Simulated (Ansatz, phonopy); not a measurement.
# Grüneisen parameters and expansion of Pt (Fm-3m), part 2 of 2

Which modes of Pt drive its thermal expansion?

Ansatz 0.2.0; DFT LDA, scalar-relativistic, plane waves, PAW; PAW set soft_1.

So far. Step 12 (Single point at a scaled cell, V/V0 0.97): The run ends at a pressure of 10.16 GPa. Step 13 (Phonons, V/V0 0.97): No mode is imaginary beyond numerical noise at the solved wavevectors.

### 14. Single point at a scaled cell, V/V0 1.05

The cell differs from the one that the last finished run ended in (a 2.725 → 2.798 Å, b 2.725 → 2.798 Å, c 2.725 → 2.798 Å).

input.yaml

```yaml
crystal:
  lattice:
    - [0.0, 1.9786079258, 1.9786079258]
    - [1.9786079258, 0.0, 1.9786079258]
    - [1.9786079258, 1.9786079258, 0.0]
  atoms:
    - { symbol: Pt, position: [0.0, 0.0, 0.0] }
kpoints:
  mp_grid: { grid: [20, 20, 20] }
hamiltonian:
  xc: lda
  pseudopotentials: { kind: paw, azcp: { folder: soft_1 }, xc_functional: pbe }
scf:
  occupations: { method: methfessel_paxton, width: 0.2 }
  lower_state_search: "off"
output:
  forces: true
  stress: true
  eigenvalues: true
```

Launch:

```console
$ ansatz run input.yaml --threads 8 --pin off --max-ram 16384MiB --backend cpu --events-out ev --progress --plain --runs-dir out
```

Elapsed: 0.56 s, on 8 threads of Arm Neoverse V2, shared host; peak memory 0.32 GiB; 2.8 s of CPU time.

The run ends at a pressure of -13.18 GPa.

### 15. Phonons, V/V0 1.05

input.yaml, the sections that differ from step 14:

```yaml
output:
  eigenvalues: true
phonons:
  method: dfpt
  qmesh: [4, 4, 4]
  temperatures: { t_max: 1000, t_step: 50 }
  qpath:
    path:
      - [[0.0, 0.0, 0.0], [0.5, 0.0, 0.5], [0.625, 0.25, 0.625]]
      - [[0.375, 0.375, 0.75], [0.0, 0.0, 0.0], [0.5, 0.5, 0.5], [0.5, 0.25, 0.75], [0.5, 0.0, 0.5]]
    npoints: 10
# crystal, kpoints, hamiltonian, scf: as in step 14
```

Run time: 78 s. Hardware: 8 threads; peak memory 3.8 GiB.

No LO-TO term. The phonon branches at the labelled points (cm⁻¹):

```
    point  branch 1  branch 2  branch 3
        Γ         0         0         0
  halfway        71        71       125
        X       116       116       174
  halfway       113       118       168
        U       104       128       152
jump to K       104       128       152
  halfway        47        71       136
        Γ         0         0         0
  halfway        49        49       120
        L        88        88       178
  halfway        91       110       162
        W        99       140       140
  halfway       108       122       163
        X       116       116       174
```

No mode is imaginary beyond numerical noise at the solved wavevectors.

### 16. How the modes move with volume

This step: DFT LDA, scalar-relativistic, plane waves, PAW; PAW set soft_1 (phonopy 4.10.0).

Numbers from this step:

* share of modes with a negative Grüneisen parameter: 0

Mean Grüneisen, by row:

```
T (K)  heat-capacity-weighted mean  root mean square
   50                        2.823             2.839
  100                        2.785             2.798
  200                        2.775             2.787
  300                        2.774             2.784
  500                        2.773             2.783
  800                        2.772             2.783
```

Table of mean mode Grueneisen parameter by wavenumber:

```
wavenumber (cm⁻¹)  mean mode Grueneisen parameter
              3.4                               -
             10.2                            3.59
             23.7                            3.52
             30.5                             3.4
             44.1                            3.23
             50.8                            3.11
             57.6                            2.98
             71.2                            2.87
             78.0                            2.84
             84.7                            2.74
             98.3                            2.62
            105.1                            2.68
            118.6                            2.82
            125.4                            2.77
            132.2                            2.76
            145.8                            2.81
            152.5                            2.77
            159.3                            2.69
            172.9                             2.7
            179.7                            2.69
            193.2                            2.68
            200.0                            2.67
```

Volume series, by row:

```
 V/V0  V (Å³/atom)  pressure (GPa)  E - E0 (meV/atom)  gap (eV)  zero-point energy (meV/atom)  lowest on the path (cm⁻¹)  highest at Gamma without the LO-TO term (cm⁻¹)
 0.97        14.31           10.16              13.52         0                         25.24                          0                                               -
0.985        14.53           4.842              3.248         0                         24.25                          0                                               -
    1        14.75               0                  0         0                         23.29                          0                                               -
1.015        14.98          -4.403               3.12         0                         22.34                          0                                               -
 1.03         15.2          -8.406              12.05         0                         21.41                          0                                               -
 1.05        15.49          -13.18              32.07         0                          20.2                          0                                               -
```

Grüneisen at points, by row:

```
point  branch  frequency (cm⁻¹)  mode Grüneisen parameter
    X       1             132.3                      2.55
    X       3             198.7                      2.64
    U       1             119.1                      2.56
    U       2             148.8                      2.93
    U       3             175.9                      2.77
    K       1             119.1                      2.56
    K       2             148.8                      2.93
    K       3             175.9                      2.77
    L       1              98.4                      2.13
    L       3             203.9                      2.66
    W       1             117.7                       3.2
    W       2             161.4                      2.79
```

### 17. Free-energy fit

Numbers from this step:

```yaml
volume_expansion_coefficient_at_300_k: 26.13 1e-6/K
isothermal_bulk_modulus_at_300_k: 291.7 GPa
c_p_at_300_k: 24.72 J/mol-atom/K
grueneisen_parameter_at_300_k: 2.826
```

Energy (each curve on its own zero) against volume; values in meV/atom:

```
volume (Å³/atom)  static  F at 0 K  F at 300 K  F at 1300 K
          14.312    13.5      16.0        22.0         49.3
          14.533    3.25      4.71        8.51         25.4
          14.754       0       0.5        1.96         8.31
          14.976    3.12      2.67        1.72         -2.7
          15.197    12.1      10.7        7.23        -8.24
          15.492    32.1      29.5        22.6        -8.07
```

Phonopy-qha, vinet fit of F(V) at each temperature; no electronic free energy. Qha vinet, by row:

```
T (K)  fitted volume (Å³/atom)  alpha_V (1e-6/K)  B_T (GPa)  C_P (J/mol-atom/K)  Grueneisen
  100                     14.8             19.57      302.4               19.11       2.773
  150                    14.82                23      299.8               22.25       2.797
  200                    14.83             24.56      297.1               23.58       2.808
  250                    14.85             25.48      294.4               24.28       2.817
  300                    14.87             26.13      291.7               24.72       2.826
  350                    14.89             26.66      288.9               25.03       2.835
  400                    14.91             27.13      286.1               25.28       2.844
  450                    14.93             27.56      283.3               25.48       2.854
  500                    14.95             27.98      280.4               25.66       2.864
  550                    14.97             28.39      277.5               25.83       2.874
  600                       15              28.8      274.6               25.99       2.885
  650                    15.02             29.21      271.6               26.15       2.896
  700                    15.04             29.64      268.6               26.31       2.907
  750                    15.06             30.07      265.6               26.46       2.918
  800                    15.09             30.52      262.5               26.62        2.93
  850                    15.11             30.97      259.4               26.78       2.941
  900                    15.13             31.45      256.3               26.94       2.954
  950                    15.16             31.93      253.1               27.11       2.966
 1000                    15.18             32.44      249.9               27.29       2.979
 1050                    15.21             32.97      246.7               27.46       2.992
 1100                    15.23             33.51      243.4               27.65       3.005
 1150                    15.26             34.08      240.1               27.84       3.019
 1200                    15.28             34.66      236.8               28.04       3.033
 1250                    15.31             35.28      233.4               28.25       3.048
```

The volume expansion coefficient, phonopy-qha, Vinet by temperature:

```
temperature (K)  volume expansion coefficient, phonopy-qha, Vinet (1e-6/K)
             75                                                       16.1
            125                                                       21.7
            200                                                       24.6
            250                                                       25.5
            300                                                       26.1
            350                                                       26.7
            425                                                       27.4
            475                                                       27.8
            525                                                       28.2
            600                                                       28.8
            650                                                       29.2
            700                                                       29.6
            750                                                       30.1
            825                                                       30.7
            875                                                       31.2
            925                                                       31.7
           1000                                                       32.4
           1050                                                       33.0
           1100                                                       33.5
           1150                                                       34.1
           1225                                                       35.0
           1275                                                       35.6
```

The fit gives a volume expansion of 26.1 × 10⁻⁶/K at 300 K.

### 18. Results

| Item | Value |
| --- | --- |
| volume expansion coefficient at 300 K | 26.13 1e-6/K |
| isothermal bulk modulus at 300 K | 291.7 GPa |
| C_P at 300 K | 24.72 J/mol-atom/K |
| Grüneisen parameter at 300 K | 2.826 |
| mean mode Grüneisen parameter at 300 K | 2.77 |

In words: Near room temperature Pt expands by 26.1 × 10⁻⁶/K in volume by LDA, with C_P = 24.7 J/(mol K) per mole of atoms and B_T = 292 GPa. C_P at room temperature is 99 % of the classical 3R an atom. The fit leaves out the electrons' free energy, which adds to C_P and to the expansion of a metal at high temperature. The heat-capacity-weighted Grüneisen parameter goes from 2.82 at 50 K to 2.77 at 800 K. Weighting γ by the density of states and each mode's heat capacity at 300 K, modes below 70 cm⁻¹ give about 11 % of the sum of γC that drives the expansion, those up to 140 cm⁻¹ 55 % and the rest 34 %. Among the labelled points γ is largest for branch 1 at W (118 cm⁻¹, 3.2) and smallest for branch 1 at L (98.4 cm⁻¹, 2.1). The PAW files were made for PBE and are used here under another functional, for which the program regenerates the frozen cores.

[Logs are printed without paths, hosts, clocks, repeated set-up lines and the standing remarks that a program may print on its own settings, such as how far it seeks lower states.]

[Hosts, paths, dates, database ids (printed as entryN), source tags and the programs' standing remarks are cut or masked in the printed files.]

[A step with changed settings may run another functional than the one named; its input shows which.]

[Of the runs on displaced cells, only some may be shown.]
